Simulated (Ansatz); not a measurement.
# Lattice dynamics of Zn2As2Pb (built on the sites of a database entry of CaCd2As2)

Aim: the vibrations of Zn2As2Pb (built on the sites of a database entry of CaCd2As2), their spectra, and whether the structure is stable.

Calculated with Ansatz 0.2.0; DFT r2SCAN, scalar-relativistic, plane waves, PAW.

This is a report of a sequence of runs, with most program output left out.

The structure was built from a prototype and need not be the compound's stable phase.

**1. Set-up**

It takes space group P-3m1 (No. 164, trigonal). Conventional cell: a = 3.968 Å, b = 3.968 Å, c = 6.491 Å, α = 90.00°, β = 90.00°, γ = 120.00°. Nearest to Pb lie 6 As at 2.76 Å. Nearest to Zn lie 4 As at 2.44 to 2.56 Å. Nearest to As lie 4 Zn at 2.44 to 2.56 Å and 3 Pb at 2.76 Å. Farther neighbours are not listed.

As a file:

```cif
data_structure
_symmetry_space_group_name_H-M 'P 1'
_symmetry_Int_Tables_number 1
_cell_length_a 3.9675
_cell_length_b 3.9675
_cell_length_c 6.4912
_cell_angle_alpha 90.000
_cell_angle_beta 90.000
_cell_angle_gamma 120.000
_cell_volume 88.49
loop_
_atom_site_label
_atom_site_type_symbol
_atom_site_fract_x
_atom_site_fract_y
_atom_site_fract_z
_atom_site_occupancy
Pb1 Pb 0.00000 0.00000 0.00000 1
Zn2 Zn 0.33333 0.66667 0.63310 1
Zn3 Zn 0.66667 0.33333 0.36690 1
As4 As 0.33333 0.66667 0.23820 1
As5 As 0.66667 0.33333 0.76180 1
```

**2. Coarse relaxation**

The start is far from rest, so a relaxation with loose tolerances brings it close first.

input.yaml

```yaml
crystal:
  lattice:
    - [3.96754, 0.0, 0.0]
    - [-1.98377, 3.43599, 0.0]
    - [0.0, 0.0, 6.49119]
  atoms:
    - { symbol: Pb, position: [0.0, 0.0, 0.0] }
    - { symbol: Zn, position: [0.3333333333, 0.6666666667, 0.6331] }
    - { symbol: Zn, position: [0.6666666667, 0.3333333333, 0.3669] }
    - { symbol: As, position: [0.3333333333, 0.6666666667, 0.2382] }
    - { symbol: As, position: [0.6666666667, 0.3333333333, 0.7618] }
kpoints:
  mp_grid: { grid: [6, 6, 4] }
hamiltonian:
  xc: r2scan
scf:
  occupations: { method: gaussian, width: 0.1 }
output:
  forces: true
  stress: true
  eigenvalues: true
relax:
  adjacent_minimum: "off"
  f_tol: 0.05
  max_steps: 80
  cell: { stress_tol: 0.5 }
```

The run is started by

```bash
$ ansatz run input.yaml --threads 8 --pin off --max-ram 14336MiB --backend cpu --events-out ev --progress --plain --runs-dir out
```

Elapsed: 17 s, on 8 threads of Arm Neoverse V1, shared host; peak memory 0.93 GiB; 2.1 min of CPU time.

Relaxation path:

| step | energy less that of the first step (eV) | largest force component (eV/Å) | pressure (GPa) | volume (Å³) |
| --- | --- | --- | --- | --- |
| 1 | 0.0000 | 1.6506 | 23.23 | 88.49 |
| 2 | -1.3239 | 0.2429 | 7.77 | 100.16 |
| 3 | -1.5569 | 0.1598 | 2.19 | 106.95 |
| 4 | -1.5840 | 0.0426 | 0.40 | 109.87 |
| 5* | -1.5914 | 0.0429 | 0.45 | 109.87 |
| 6 | -1.5928 | 0.0028 | -0.01 | 110.70 |
| 7* | -1.5929 | 0.0026 | -0.01 | 110.70 |

Relaxation steps marked * repeat the geometry before them on a plane-wave basis chosen anew for their cell, so energy and pressure can jump there.

Forces are held to the 12 operations that the run works with; a distortion that breaks them can't arise in this run.

```
conventional cell, symmetrised  before  after   change
                         a (Å)   3.968  4.205   +6.0 %
                         b (Å)   3.968  4.205   +6.0 %
                         c (Å)   6.491  7.230  +11.4 %
              volume (Å³/atom)   17.70  22.14  +25.1 %
```

The atoms that moved most (Å, as changes of fractional coordinates times the final cell):

```
atom     dx     dy      dz  length
 As4  0.000  0.000   0.223   0.223
 As5  0.000  0.000  -0.223   0.223
 Zn2  0.000  0.000  -0.023   0.023
 Zn3  0.000  0.000   0.023   0.023
```

The relaxed structure:

```cif
data_structure
_symmetry_space_group_name_H-M 'P 1'
_symmetry_Int_Tables_number 1
_cell_length_a 4.2047
_cell_length_b 4.2047
_cell_length_c 7.2301
_cell_angle_alpha 90.000
_cell_angle_beta 90.000
_cell_angle_gamma 120.000
_cell_volume 110.70
loop_
_atom_site_label
_atom_site_type_symbol
_atom_site_fract_x
_atom_site_fract_y
_atom_site_fract_z
_atom_site_occupancy
Pb1 Pb 0.00000 0.00000 0.00000 1
Zn2 Zn 0.33333 0.66667 0.62996 1
Zn3 Zn 0.66667 0.33333 0.37004 1
As4 As 0.33333 0.66667 0.26910 1
As5 As 0.66667 0.33333 0.73090 1
```

Numbers from this step:

```yaml
pressure: -0.005202 GPa
volume_per_atom: 22.14 Å³
gap_on_the_k_mesh: 0 eV
```

In this step the volume went from 17.70 to 22.14 Å³/atom.

**3. Bringing the structure to rest**

The cell and atoms are relaxed, since residual forces and stress would shift the frequencies.

input.yaml

```yaml
crystal:
  lattice:
    - [4.2046580724, 0.0, 0.0]
    - [-2.1023290362, 3.6413407049, 0.0]
    - [0.0, 0.0, 7.2301423048]
  atoms:
    - { symbol: Pb, position: [0.0, 0.0, 0.0] }
    - { symbol: Zn, position: [0.3333333333, 0.6666666667, 0.6299550298] }
    - { symbol: Zn, position: [0.6666666667, 0.3333333333, 0.3700449702] }
    - { symbol: As, position: [0.3333333333, 0.6666666667, 0.2690953497] }
    - { symbol: As, position: [0.6666666667, 0.3333333333, 0.7309046503] }
kpoints:
  mp_grid: { grid: [12, 12, 6] }
hamiltonian:
  xc: r2scan
scf:
  occupations: { method: gaussian, width: 0.1 }
output:
  forces: true
  stress: true
  eigenvalues: true
relax:
  adjacent_minimum: "off"
  f_tol: 0.005
  max_steps: 80
  cell: { stress_tol: 0.05 }
```

It took 34 s on 8 threads; peak memory 1.1 GiB.

Relaxation path:

```csv
step,energy less that of the first step (eV),largest force component (eV/Å),pressure (GPa),volume (Å³)
1,0.0000,0.0235,0.04,110.70
2,-0.0002,0.0059,0.02,110.70
3,-0.0002,0.0013,0.00,110.73
4*,-0.0002,0.0013,0.00,110.73
```

Relaxation steps marked * repeat the geometry before them on a plane-wave basis chosen anew for their cell, so energy and pressure can jump there.

Forces are held to the 12 operations that the run works with; a distortion that breaks them can't arise in this run.

```csv
"conventional cell, symmetrised",before,after,change
a (Å),4.205,4.201,-0.1 %
b (Å),4.205,4.201,-0.1 %
c (Å),7.230,7.244,+0.2 %
volume (Å³/atom),22.14,22.15,+0.0 %
```

Final coordinates:

```xyz
5
Lattice="4.2014 0.0000 0.0000 -2.1007 3.6385 0.0000 0.0000 0.0000 7.2438" Properties=species:S:1:pos:R:3 pbc="T T T"
Pb    0.0000    0.0000    0.0000
Zn    0.0000    2.4257    4.5577
Zn    2.1007    1.2128    2.6861
As    0.0000    2.4257    1.9463
As    2.1007    1.2128    5.2975
```

Numbers from this step:

```yaml
pressure: -0.004908 GPa
volume_per_atom: 22.15 Å³
```

In this step the volume went from 22.14 to 22.15 Å³/atom.

**4. Relaxing to small forces for the phonons**

Phonons need a cell at rest on their own settings, so the relaxation is repeated with tight tolerances on forces and stress, using the mesh and the filling of the phonon run that follows.

input.yaml

```yaml
crystal:
  lattice:
    - [4.2013743534, 0.0, 0.0]
    - [-2.1006871767, 3.6384969208, 0.0]
    - [0.0, 0.0, 7.2438064223]
  atoms:
    - { symbol: Pb, position: [0.0, 0.0, 0.0] }
    - { symbol: Zn, position: [0.3333333333, 0.6666666667, 0.6291924573] }
    - { symbol: Zn, position: [0.6666666667, 0.3333333333, 0.3708075427] }
    - { symbol: As, position: [0.3333333333, 0.6666666667, 0.2686861344] }
    - { symbol: As, position: [0.6666666667, 0.3333333333, 0.7313138656] }
kpoints:
  mp_grid: { grid: [12, 12, 6] }
hamiltonian:
  xc: r2scan
scf:
  occupations: { method: methfessel_paxton, width: 0.2 }
output:
  forces: true
  stress: true
  eigenvalues: true
  write_density: true
  write_potential: true
  elf: true
  volumetric_format: npy
relax:
  adjacent_minimum: "off"
  f_tol: 0.001
  max_steps: 60
  cell: { stress_tol: 0.01 }
```

The job ended after 49 s (8 threads; peak memory 1.1 GiB; 6.3 min of CPU time).

Little changed from the start: no atom moved by 0.005 Å and no cell edge by 0.1 %.

This step gave:

```yaml
pressure: -0.002567 GPa
volume_per_atom: 22.14 Å³
```

ELF in the ac plane at fractional y = 0.333, with atoms of Zn and As within 0.2 Å of it. It is the smooth field of the valence electrons, not physical close to the nuclei.

Values, 24 rows by 14 columns, each cell a mean:
```
0.25 0.30 0.33 0.32 0.27 0.19 0.15 0.21 0.31 0.37 0.33 0.24 0.17 0.18
0.21 0.25 0.28 0.27 0.22 0.19 0.25 0.43 0.56 0.62 0.59 0.48 0.30 0.20
0.19 0.17 0.18 0.17 0.17 0.28 0.47 0.65 0.70 0.71 0.70 0.67 0.53 0.34
0.26 0.15 0.11 0.13 0.21 0.44 0.62 0.69 0.67 0.65 0.66 0.68 0.65 0.51
0.39 0.19 0.11 0.15 0.32 0.58 0.67 0.64 0.51 0.39 0.46 0.61 0.67 0.63
0.47 0.25 0.15 0.21 0.40 0.63 0.68 0.55 0.29 0.20 0.24 0.48 0.66 0.67
0.48 0.27 0.18 0.23 0.41 0.63 0.67 0.52 0.26 0.19 0.20 0.44 0.65 0.67
0.42 0.24 0.18 0.21 0.36 0.59 0.66 0.59 0.42 0.29 0.36 0.55 0.66 0.64
0.34 0.21 0.17 0.19 0.29 0.50 0.64 0.64 0.60 0.56 0.58 0.63 0.65 0.57
0.25 0.18 0.16 0.17 0.22 0.37 0.53 0.62 0.63 0.64 0.63 0.62 0.56 0.43
0.19 0.15 0.14 0.15 0.17 0.26 0.36 0.45 0.47 0.48 0.47 0.46 0.39 0.29
0.15 0.13 0.13 0.13 0.14 0.17 0.20 0.20 0.19 0.19 0.19 0.20 0.20 0.18
0.17 0.17 0.18 0.18 0.17 0.17 0.16 0.17 0.15 0.12 0.14 0.16 0.16 0.17
0.27 0.30 0.32 0.31 0.28 0.22 0.18 0.14 0.05 0.01 0.03 0.11 0.17 0.19
0.37 0.43 0.45 0.44 0.40 0.27 0.19 0.10 0.01 0.00 0.01 0.07 0.17 0.22
0.48 0.55 0.55 0.55 0.51 0.34 0.20 0.11 0.02 0.00 0.01 0.08 0.18 0.27
0.55 0.59 0.59 0.59 0.57 0.42 0.24 0.16 0.10 0.06 0.08 0.15 0.20 0.34
0.57 0.60 0.60 0.60 0.58 0.47 0.30 0.19 0.18 0.18 0.18 0.18 0.24 0.41
0.51 0.55 0.56 0.55 0.52 0.43 0.31 0.20 0.18 0.18 0.18 0.19 0.27 0.39
0.38 0.42 0.44 0.43 0.39 0.32 0.24 0.16 0.14 0.14 0.14 0.15 0.20 0.28
0.24 0.28 0.30 0.29 0.26 0.19 0.14 0.09 0.07 0.07 0.07 0.08 0.12 0.17
0.20 0.24 0.26 0.25 0.22 0.15 0.10 0.05 0.04 0.03 0.03 0.05 0.08 0.13
0.24 0.28 0.29 0.29 0.25 0.18 0.10 0.05 0.04 0.04 0.04 0.05 0.09 0.16
0.27 0.31 0.33 0.32 0.28 0.20 0.12 0.08 0.09 0.10 0.10 0.08 0.11 0.18
```
Columns run along a (4.2 Å), rows up along c (7.2 Å). Atoms in or near the plane, at fractional coordinates: Zn at (0.67, 0.37), As at (0.67, 0.73).

Electrostatic potential energy in the ac plane at fractional y = 0.333, with atoms of Zn and As within 0.2 Å of it. With pseudopotentials it is smooth inside the atoms' cores, unlike the true potential.

Values in eV, 24 rows by 14 columns, each cell a mean:
```
  8   6   5   6   7  10  11  12  12  12  12  12  11  10
  9   8   7   7   9  10  11  11  11  11  11  11  11  11
 10  10   9   9  10  11  11   9   6   4   5   8  10  11
 11  11  11  11  11  11   9   1  -4  -6  -5  -1   7  10
 11  12  12  12  11  10   4  -6  -1   6   2  -6   0   8
 11  11  11  11  11   9  -1  -4   9  13  12   0  -4   7
 10  11  11  11  11   8  -1  -3  10  13  12   2  -4   6
 10  10  10  10  10   9   2  -6   2   9   6  -5  -1   8
 10  10   9   9  10  10   7  -2  -6  -6  -7  -4   5  10
 11  10   9  10  11  11  10   7   4   1   2   6  10  11
 11  11  10  11  11  11  11  10   8   7   8   9  11  12
 12  12  12  12  12  11  10   8   4   1   3   7  10  11
 12  12  12  12  12  11   8  -1 -11 -16 -13  -4   7  10
 11  12  12  12  12  10   4 -14 -23 -24 -24 -18  -1   9
 11  12  12  12  11   9   1 -19 -24 -24 -24 -22  -5   8
 10  10  10  10  10   9   2 -18 -24 -24 -24 -21  -4   8
 10  10   9   9  10  10   6  -9 -19 -23 -21 -12   3   9
 10   9   8   9  10  10   9   4  -3  -8  -5   2   8  10
 11  10   9   9  10  11  11  10   8   7   8   9  11  11
 11  10  10  10  11  12  12  12  11  11  11  11  12  12
 11  10   9  10  10  11  12  12  12  12  12  12  12  12
 10   8   8   8   9  11  12  12  12  13  12  12  12  11
  8   7   6   6   8  10  11  12  12  13  13  12  11  10
  7   6   4   5   7   9  11  12  12  13  13  12  11  10
```
Columns run along a (4.2 Å; values clipped at the 3rd and 97th percentile), rows up along c (7.2 Å). Atoms in or near the plane, at fractional coordinates: Zn at (0.67, 0.37), As at (0.67, 0.73).

Valence density in the ac plane at fractional y = 0.333, with atoms of Zn and As within 0.2 Å of it. It is the smooth field of the valence electrons, not physical close to the nuclei.

Ten steps, logarithmic in the rise over the least value, from '_' (0 e/Å³) to '@' (32 e/Å³), each cell a mean:
```
__......____________________
____________________________
______________..........____
____________....::--::::..__
__________....--++****--::..
__________..::==##@@%%++::..
__________..::==%%@@%%++::..
__________....--**##**==::..
__________....::--==--::....
____________......::......__
______________..........____
______________..........____
______________..::----....__
____________..--++##**--..__
____________..==##@@%%++::..
__________....--##@@%%==::..
..............::==++++--....
__........____....::::....__
__......____________________
____________________________
____________________________
____..______________________
__......____________________
__......____________________
```
Columns run along a (4.2 Å), rows up along c (7.2 Å). Atoms in or near the plane, at fractional coordinates: Zn at (0.67, 0.37), As at (0.67, 0.73).

The largest force component left is 0.29 meV/Å and the pressure is -0.003 GPa, within the tolerances set. The cell now holds 22.14 Å³/atom.

**5. Modes at Γ**

The zone centre is the only wavevector solved here; it holds the modes that light can see, as far as symmetry allows. No field response is asked, since the mesh shows no gap.

input.yaml

```yaml
crystal:
  lattice:
    - [4.2018770291, 0.0, 0.0]
    - [-2.1009385146, 3.6389322508, 0.0]
    - [0.0, 0.0, 7.2414025437]
  atoms:
    - { symbol: Pb, position: [0.0, 0.0, 0.0] }
    - { symbol: Zn, position: [0.3333333333, 0.6666666667, 0.6291360433] }
    - { symbol: Zn, position: [0.6666666667, 0.3333333333, 0.3708639567] }
    - { symbol: As, position: [0.3333333333, 0.6666666667, 0.2686316575] }
    - { symbol: As, position: [0.6666666667, 0.3333333333, 0.7313683425] }
kpoints:
  mp_grid: { grid: [12, 12, 6] }
hamiltonian:
  xc: r2scan
scf:
  occupations: { method: methfessel_paxton, width: 0.2 }
output:
  eigenvalues: true
phonons:
  method: dfpt
```

Elapsed: 9.6 min, on 8 threads; peak memory 5.6 GiB.

This step gave:

```yaml
sum_rule_residual_before_enforcement: 3.22e-4 eV/Å²
point_group: -3m
highest_optical_mode_at_the_zone_centre_no_lo_to_term: 186.7 cm⁻¹
lowest_optical_zone_centre_mode: 40.84 cm⁻¹
```

Patterns of degenerate modes are one choice out of their space. The modes at Γ (shares of kinetic energy by element, %):

```csv
mode,frequency (cm⁻¹),symmetry,Pb %,Zn %,As %
1,0.0,acoustic,42,27,31
2,0.0,acoustic,42,27,31
3,0.0,acoustic,42,27,31
4,40.8,Eu,57,15,28
5,40.8,Eu,57,15,28
6,65.8,Eg,0,50,50
7,65.8,Eg,0,50,50
8,80.8,A2u,45,0,54
9,106.2,A1g,0,88,12
10,149.0,A2u,12,73,15
11,164.4,Eu,0,58,41
12,164.4,Eu,0,58,41
13,173.4,A1g,0,12,88
14,186.7,Eg,0,50,50
15,186.7,Eg,0,50,50
```

Displacements in mode 5 (40.8 cm⁻¹), the largest set to 1:
```
Pb1 -0.01  1.00  0.00
Zn2  0.00 -0.64  0.00
Zn3  0.00 -0.64  0.00
As4  0.00 -0.82  0.00
As5  0.00 -0.82  0.00
```

Displacements in mode 14 (186.7 cm⁻¹), the largest set to 1:
```
Pb1  0.00  0.00  0.00
Zn2  0.43  1.00  0.00
Zn3 -0.43 -1.00  0.00
As4  0.40  0.93  0.00
As5 -0.40 -0.93  0.00
```

Before it was imposed, the acoustic sum rule was missed by 3.2e-4 eV/Å². Small misses are needed for a sound result but don't prove that mesh and cutoff are converged. The lowest optical mode is real, 40.8 cm⁻¹.

**6. Another isotope, element Pb, natural mass 207.2 amu**

An isotope changes the mass and not the force constants, so no new electronic calculation is needed; the shifts show which modes move this element.

The same force constants with the mass of Pb changed from 207.200 to 203.973 u (phonopy, no LO-TO term). Both lists are sorted by frequency; levels can cross, so a row need not hold one and the same mode. Modes under 3 cm⁻¹ are left out. Isotope shifts, by row:

```csv
q,rank,natural mass (cm⁻¹),changed mass (cm⁻¹)
0 0 0,4,40.84,41.03
0 0 0,5,40.84,41.03
0 0 0,6,65.76,65.76
0 0 0,7,65.76,65.76
0 0 0,8,80.8,81.09
0 0 0,9,106.2,106.2
0 0 0,10,149,149.2
0 0 0,11,164.4,164.4
0 0 0,12,164.4,164.4
0 0 0,13,173.4,173.4
0 0 0,14,186.7,186.7
0 0 0,15,186.7,186.7
```

A mode of this element alone would shift by +0.79 %. The highest zone-centre frequency without the field goes from 186.7 to 186.7 cm⁻¹ (+0.0 %). The product of the frequency ratios over all optical modes at Γ is 1.014; the product rule, (m/m′)^(3k/2) (M′/M)^(3/2) with k = 1 such atoms and M the mass of the cell, gives 1.014.

**7. Isotope substitution, element Zn, natural mass 65.38 amu**

The same for Zn, from 65.38 to 67.92 u.

The same force constants with the mass of Zn changed from 65.380 to 67.925 u (phonopy, no LO-TO term). Both lists are sorted by frequency; levels can cross, so a row need not hold one and the same mode. Modes under 3 cm⁻¹ are left out. Isotope shifts, by row:

| q | rank | natural mass (cm⁻¹) | changed mass (cm⁻¹) |
| --- | --- | --- | --- |
| 0 0 0 | 4 | 40.84 | 40.73 |
| 0 0 0 | 5 | 40.84 | 40.73 |
| 0 0 0 | 6 | 65.76 | 65.13 |
| 0 0 0 | 7 | 65.76 | 65.13 |
| 0 0 0 | 8 | 80.8 | 80.8 |
| 0 0 0 | 9 | 106.2 | 104.4 |
| 0 0 0 | 10 | 149 | 147 |
| 0 0 0 | 11 | 164.4 | 162.6 |
| 0 0 0 | 12 | 164.4 | 162.6 |
| 0 0 0 | 13 | 173.4 | 173 |
| 0 0 0 | 14 | 186.7 | 184.9 |
| 0 0 0 | 15 | 186.7 | 184.9 |

A mode of this element alone would shift by -1.89 %. The highest zone-centre frequency without the field goes from 186.7 to 184.9 cm⁻¹ (-0.9 %). The product of the frequency ratios over all optical modes at Γ is 0.906; the product rule, (m/m′)^(3k/2) (M′/M)^(3/2) with k = 2 such atoms and M the mass of the cell, gives 0.906.

**8. Summary of results**

```json
{
 "space group after relaxation (within 0.01 Å)": "P-3m1",
 "volume per atom": "22.1 Å³",
 "electronic character": "no gap on this mesh",
 "highest optical mode at the zone centre (no LO-TO term)": "187 cm⁻¹",
 "lowest optical zone-centre mode": "40.8 cm⁻¹",
 "imaginary modes at Γ (the only wavevector solved)": "none"
}
```

What this shows: The structure is stable against zone-centre distortions, since no mode there is imaginary; other wavevectors were not solved, so zone-boundary instabilities are untested. The optical modes at Γ span 41 to 187 cm⁻¹. No dispersion was computed. With no gap, or one that is small against the smearing, the frequencies hang on the k mesh and the smearing, most of all near Kohn anomalies. Spin-orbit coupling is left out, which can matter for the heavy elements here. The starting cell was built on a prototype and not taken from a measurement, so the phase need not exist. These are harmonic frequencies at zero temperature: anharmonic shifts, linewidths and thermal expansion are left out.

[Logs are printed without paths, hosts, clocks, repeated set-up lines and the standing remarks that a program may print on its own settings, such as how far it seeks lower states.]

[Hosts, paths, dates, database ids (printed as entryN), source tags and the programs' standing remarks are cut or masked in the printed files.]
